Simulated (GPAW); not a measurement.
# A Rh chain with two Si atoms in line: relaxation, then transmission at several levels, part 2 of 2

Aim: the conductance of a Rh chain with two Si atoms in line after relaxation, and whether geometry, basis or functional moves it most.

GPAW 26.7.0; GPAW LCAO, PAW setups; relaxation of the junction within the symmetry of its start, lead ends held (the session's first sound run).

So far, transmission at the Fermi level (one spin): step 3 (GPAW, dzp) 2.51; step 4 (basis szp(dzp)) 2.53; step 5 (basis sz(dzp)) 2.46.

**6. RPBE in the dzp basis: xc = "RPBE"**

Level of this step: GPAW LCAO, PAW setups; Landauer transmission from Green's functions with principal layers (ASE), zero bias (GPAW).

Back in the dzp basis, the functional changes from PBE to RPBE, to set the spread between functionals beside that between bases.

Input file run.py:

```python
import json
import numpy as np
from ase import Atoms
from ase.transport.calculators import TransportCalculator
from gpaw import GPAW, FermiDirac
from gpaw.lcao.tools import get_lcao_hamiltonian
from scipy.linalg import eigh

# The junction with lead layers at both ends, along the third cell vector
device = Atoms(
    ['Rh', 'Rh', 'Rh', 'Rh', 'Rh', 'Rh', 'Rh', 'Rh', 'Si', 'Si', 'Rh', 'Rh', 'Rh', 'Rh', 'Rh', 'Rh', 'Rh', 'Rh'],
    positions=[
        [4.50000, 4.50000, 1.15000],
        [4.50000, 4.50000, 3.45000],
        [4.50000, 4.50000, 5.75000],
        [4.50000, 4.50000, 8.05000],
        [4.50000, 4.50000, 10.35000],
        [4.50000, 4.50000, 12.65000],
        [4.50000, 4.50000, 14.95000],
        [4.50000, 4.50000, 17.25958],
        [4.50000, 4.50000, 19.44946],
        [4.50000, 4.50000, 21.68214],
        [4.50000, 4.50000, 23.87202],
        [4.50000, 4.50000, 26.18160],
        [4.50000, 4.50000, 28.48160],
        [4.50000, 4.50000, 30.78160],
        [4.50000, 4.50000, 33.08160],
        [4.50000, 4.50000, 35.38160],
        [4.50000, 4.50000, 37.68160],
        [4.50000, 4.50000, 39.98160]],
    cell=[[9.0, 0.0, 0.0], [0.0, 9.0, 0.0], [0.0, 0.0, 41.1316]],
    pbc=True)

# One principal layer of the lead: the first 5 atoms of the device
lead = Atoms(
    ['Rh', 'Rh', 'Rh', 'Rh', 'Rh'],
    positions=[
        [4.50000, 4.50000, 1.15000],
        [4.50000, 4.50000, 3.45000],
        [4.50000, 4.50000, 5.75000],
        [4.50000, 4.50000, 8.05000],
        [4.50000, 4.50000, 10.35000]],
    cell=[[9.0, 0.0, 0.0], [0.0, 9.0, 0.0], [0.0, 0.0, 11.5]],
    pbc=True)

settings = dict(mode='lcao', basis='dzp', xc='RPBE', h=0.2,
                occupations=FermiDirac(0.1), maxiter=250,
                mixer=dict(beta=0.1, nmaxold=8, weight=100.0),
                convergence=dict(density=0.0001))
energies = np.arange(-2, 2 + 1e-9, 0.025)
eta = 0.0001
n1, n2 = 1, 1
# k and -k transmit alike, so half of the mesh across the current serves
mesh = [(i, j) for i in range(n1) for j in range(n2) if (i, j) <= (-i % n1, -j % n2)]
weights = np.array([1 if (i, j) == (-i % n1, -j % n2) else 2 for i, j in mesh]) / (n1 * n2)

# [... helper functions left out ...]
fermi_lead = ground_state(lead, (1, 1, 10), 'lead.txt')
fermi_device = ground_state(device, (1, 1, 2), 'device.txt')
# [... loop over the mesh left out, but for ...]
        # Shift the lead onto the potential of the device's first layer
        shift = ((H[:, 0, 0] - H0[:, 0, 0]) / S0[0, 0]).real.mean()
# [...]
kT = 8.617333e-5 * 300
bias = [0.1, 0.2, 0.5, 1.0, 1.5, 2.0]
# [... integrals and printing left out ...]
```

Run with:

```
$ OMP_NUM_THREADS=1 OPENBLAS_NUM_THREADS=1 python run.py
```

Output:

```text
basis functions: device 458, principal layer 135
Fermi level: lead -3.6037 eV, device -3.6102 eV; lead shifted by 0.0007 eV
largest coupling past the next layer 2.03e-04 eV, largest misfit of the first layer 0.086 eV
  E-E_F (eV)   T (one spin)  [channel counts left out]
    -2.000    1.0351e+00
    -1.975    1.0397e+00
    -1.950    1.0448e+00
[...]
1.975    2.6654e-01
     2.000    2.6786e-01
conductance at 300 K: 2.5123 G0 a cell; thermopower -1.62 uV/K
current from the zero-bias T(E) at 0.1 V: 19.457 uA
current from the zero-bias T(E) at 0.2 V: 38.865 uA
current from the zero-bias T(E) at 0.5 V: 96.314 uA
current from the zero-bias T(E) at 1.0 V: 187.02 uA
current from the zero-bias T(E) at 1.5 V: 266.06 uA
current from the zero-bias T(E) at 2.0 V: 324.61 uA
```

It took 5.2 min on 1 thread of Arm Neoverse V1, shared host; peak memory 1.6 GiB.

This step gave:

| Quantity | Value |
| --- | --- |
| conductance | 2.512 G₀ |
| largest coupling past the next principal layer | 2.03e-4 eV |
| largest misfit of the first principal layer | 0.08637 eV |
| shift that aligns the lead | 6.50e-4 eV |
| basis functions of the junction | 458 |
| basis functions of a principal layer | 135 |
| transmission at the Fermi level (one spin) | 2.514 |

One spin. Table of transmission, zone mean by energy, zero at the Fermi level:

| energy (eV) | transmission, zone mean |
| --- | --- |
| -2.000 | 1.04 |
| -1.800 | 1.09 |
| -1.600 | 1.16 |
| -1.400 | 1.25 |
| -1.200 | 1.36 |
| -1.000 | 1.51 |
| -0.800 | 1.60 |
| -0.600 | 1.81 |
| -0.400 | 2.09 |
| -0.200 | 2.35 |
| 0.000 | 2.51 |
| 0.200 | 2.58 |
| 0.275 | 2.58 |
| 0.400 | 2.56 |
| 0.600 | 2.37 |
| 0.800 | 1.83 |
| 1.000 | 0.790 |
| 1.200 | 0.270 |
| 1.400 | 0.258 |
| 1.600 | 0.255 |
| 1.800 | 0.259 |
| 2.000 | 0.268 |

The conductance equals that of the dzp run to 0.2 %.

**7. The structure as built: geometry = "as built"**

The dzp basis with PBE on the structure as first built shows what the relaxation was worth.

Edit run.py of step 6 so:

```diff
@@ -19,6 +19,6 @@
         [4.50000, 4.50000, 14.95000],
-        [4.50000, 4.50000, 17.25958],
-        [4.50000, 4.50000, 19.44946],
-        [4.50000, 4.50000, 21.68214],
-        [4.50000, 4.50000, 23.87202],
+        [4.50000, 4.50000, 17.25000],
+        [4.50000, 4.50000, 19.46580],
+        [4.50000, 4.50000, 21.66580],
+        [4.50000, 4.50000, 23.88160],
         [4.50000, 4.50000, 26.18160],
@@ -45,3 +45,3 @@
 
-settings = dict(mode='lcao', basis='dzp', xc='RPBE', h=0.2,
+settings = dict(mode='lcao', basis='dzp', xc='PBE', h=0.2,
                 occupations=FermiDirac(0.1), maxiter=250,
```

Output:

```text
basis functions: device 458, principal layer 135
Fermi level: lead -3.7264 eV, device -3.7307 eV; lead shifted by -0.0005 eV
largest coupling past the next layer 2.07e-04 eV, largest misfit of the first layer 0.071 eV
  E-E_F (eV)   T (one spin)  [channel counts left out]
    -2.000    1.0268e+00
    -1.975    1.0301e+00
    -1.950    1.0337e+00
[...]
1.975    2.6033e-01
     2.000    2.6151e-01
conductance at 300 K: 2.5685 G0 a cell; thermopower -1.101 uV/K
current from the zero-bias T(E) at 0.1 V: 19.891 uA
current from the zero-bias T(E) at 0.2 V: 39.726 uA
current from the zero-bias T(E) at 0.5 V: 98.386 uA
current from the zero-bias T(E) at 1.0 V: 190.43 uA
current from the zero-bias T(E) at 1.5 V: 269.3 uA
current from the zero-bias T(E) at 2.0 V: 327 uA
```

Wall time 5.2 min (1 thread); peak memory 1.6 GiB.

This step gave:

- conductance: 2.568 G₀
- largest coupling past the next principal layer: 2.07e-4 eV
- largest misfit of the first principal layer: 0.07080 eV
- shift that aligns the lead: -5.50e-4 eV
- transmission at the Fermi level (one spin): 2.571

The conductance, 2.57 G₀, lies 2.4 % above that of the dzp run.

**8. The ladder**

Times are for 1 thread of Arm Neoverse V1, shared host. The series side by side:

| no. | run | conductance (G₀) | time | memory (GiB) |
| --- | --- | --- | --- | --- |
| 1 | dzp | 2.508 | 4.9 min | 1.6 |
| 2 | szp | 2.529 | 3 min | 1.5 |
| 3 | sz | 2.461 | 2 min | 1.4 |
| 4 | dzp RPBE | 2.512 | 5.2 min | 1.6 |
| 5 | asbuilt | 2.568 | 5.2 min | 1.6 |

**9. Comparison**

The curves are compared point by point over the common energies.

This step: comparison of transmission and cost over codes, levels and geometry (GPAW 26.7.0).

Ladder, by row:

| step | code | T at the Fermi level (sum over the listed spins) | conductance (G0) | r.m.s. T(E) from the first | wall time (s) | peak memory (GiB) | threads |
| --- | --- | --- | --- | --- | --- | --- | --- |
| dzp | GPAW | 2.511 | 2.508 | 0 | 294.9 | 1.58 | 1 |
| szp | GPAW | 2.532 | 2.529 | 0.03021 | 178.4 | 1.51 | 1 |
| sz | GPAW | 2.463 | 2.461 | 0.2044 | 122.4 | 1.44 | 1 |
| dzp-RPBE | GPAW | 2.514 | 2.512 | 0.01904 | 310.5 | 1.58 | 1 |
| asbuilt | GPAW | 2.571 | 2.568 | 0.04885 | 311.8 | 1.59 | 1 |

Transmission, zone mean, sum over the listed spins against energy, zero at the Fermi level:

| energy (eV) | dzp | szp | sz | dzp-RPBE | asbuilt |
| --- | --- | --- | --- | --- | --- |
| -2.000 | 1.03 | 1.03 | 1.06 | 1.04 | 1.03 |
| -1.800 | 1.08 | 1.07 | 1.16 | 1.09 | 1.07 |
| -1.600 | 1.15 | 1.13 | 1.28 | 1.16 | 1.13 |
| -1.400 | 1.24 | 1.22 | 1.42 | 1.25 | 1.23 |
| -1.200 | 1.35 | 1.33 | 1.58 | 1.36 | 1.35 |
| -1.000 | 1.50 | 1.48 | 1.71 | 1.51 | 1.50 |
| -0.800 | 1.58 | 1.60 | 1.86 | 1.60 | 1.60 |
| -0.600 | 1.81 | 1.84 | 2.06 | 1.81 | 1.88 |
| -0.400 | 2.09 | 2.13 | 2.25 | 2.09 | 2.18 |
| -0.200 | 2.35 | 2.38 | 2.40 | 2.35 | 2.43 |
| 0.000 | 2.51 | 2.53 | 2.46 | 2.51 | 2.57 |
| 0.200 | 2.57 | 2.58 | 2.47 | 2.58 | 2.60 |
| 0.225 | 2.58 | 2.58 | 2.47 | 2.58 | 2.60 |
| 0.275 | 2.58 | 2.58 | 2.47 | 2.58 | 2.59 |
| 0.300 | 2.58 | 2.58 | 2.47 | 2.58 | 2.58 |
| 0.400 | 2.56 | 2.55 | 2.48 | 2.56 | 2.54 |
| 0.600 | 2.39 | 2.37 | 2.46 | 2.37 | 2.31 |
| 0.800 | 1.87 | 1.83 | 2.31 | 1.83 | 1.77 |
| 1.000 | 0.865 | 0.770 | 1.50 | 0.790 | 0.813 |
| 1.200 | 0.276 | 0.250 | 0.250 | 0.270 | 0.263 |
| 1.400 | 0.275 | 0.242 | 0.249 | 0.258 | 0.266 |
| 1.600 | 0.262 | 0.243 | 0.254 | 0.255 | 0.249 |
| 1.800 | 0.267 | 0.251 | 0.264 | 0.259 | 0.253 |
| 2.000 | 0.276 | 0.262 | 0.276 | 0.268 | 0.262 |

**10. A varied run**

One more run, with changed settings.

This step: GPAW LCAO, PAW setups; Landauer transmission from Green's functions with principal layers (ASE), zero bias (GPAW 26.7.0).

Edit run.py of step 7 so:

```diff
@@ -19,6 +19,6 @@
         [4.50000, 4.50000, 14.95000],
-        [4.50000, 4.50000, 17.25000],
-        [4.50000, 4.50000, 19.46580],
-        [4.50000, 4.50000, 21.66580],
-        [4.50000, 4.50000, 23.88160],
+        [4.50000, 4.50000, 17.25958],
+        [4.50000, 4.50000, 19.44946],
+        [4.50000, 4.50000, 21.68214],
+        [4.50000, 4.50000, 23.87202],
         [4.50000, 4.50000, 26.18160],
@@ -46,3 +46,3 @@
 settings = dict(mode='lcao', basis='dzp', xc='PBE', h=0.2,
-                occupations=FermiDirac(0.1), maxiter=250,
+                occupations=FermiDirac(0.1), maxiter=5,
                 mixer=dict(beta=0.1, nmaxold=8, weight=100.0),
```

Output:

```text
gpaw.KohnShamConvergenceError
```

The job ended after 14 s (1 thread; peak memory 0.49 GiB).

The run stopped without converging, so none of its numbers is a property of the system.

The fault put into the input: too few SCF iterations (maxiter = 5).

**11. What came out**

| Quantity | Value |
| --- | --- |
| conductance | 2.51 G₀ |
| transmission at the Fermi level, mean of the spins | 2.51 |

In the dzp basis the junction conducts 2.51 G₀ at 300 K, with T = 2.51 a spin at the Fermi level; the sz basis reaches that conductance within 10 %. Relaxation moved atoms by up to 0.016 Å and took the conductance from 2.57 to 2.51 G₀, as a ratio about as much as the step from dzp to the minimal basis. At the Fermi level the three most open eigenchannels pass 0.90, 0.90 and 0.71. Measured against the first run (dzp), the nearest curve is that of dzp-RPBE (r.m.s. 0.019) and the farthest that of sz (0.20). Over the compared runs wall time goes from 122 s (sz) to 312 s (asbuilt), on a shared host. The leads kept an estimated spacing and the cell its length, so the junction may be under some tension or compression. The geometry comes from the orbital basis, which tends to overbind, and kept the symmetry of the start, so a structure of lower symmetry may lie lower. The run had no spin polarisation, so a magnetic state, which chains and small molecules with open shells often have, wasn't tested. An evenly spaced straight chain is an idealisation: free chains tend to dimerise, zigzag or, where a band edge lies near the Fermi level, turn magnetic. The currents use the zero-bias T(E) throughout, which holds only while the bias is small against the distance to the nearest feature. The thermopower isn't quoted: it samples T(E) farther from the Fermi level than the conductance does, and the energy grid wasn't tested for it.

[Logs are printed without paths, hosts, clocks, repeated set-up lines and the standing remarks that a program may print on its own settings, such as how far it seeks lower states.]

[Hosts, paths, dates, database ids (printed as entryN), source tags and the programs' standing remarks are cut or masked in the printed files.]
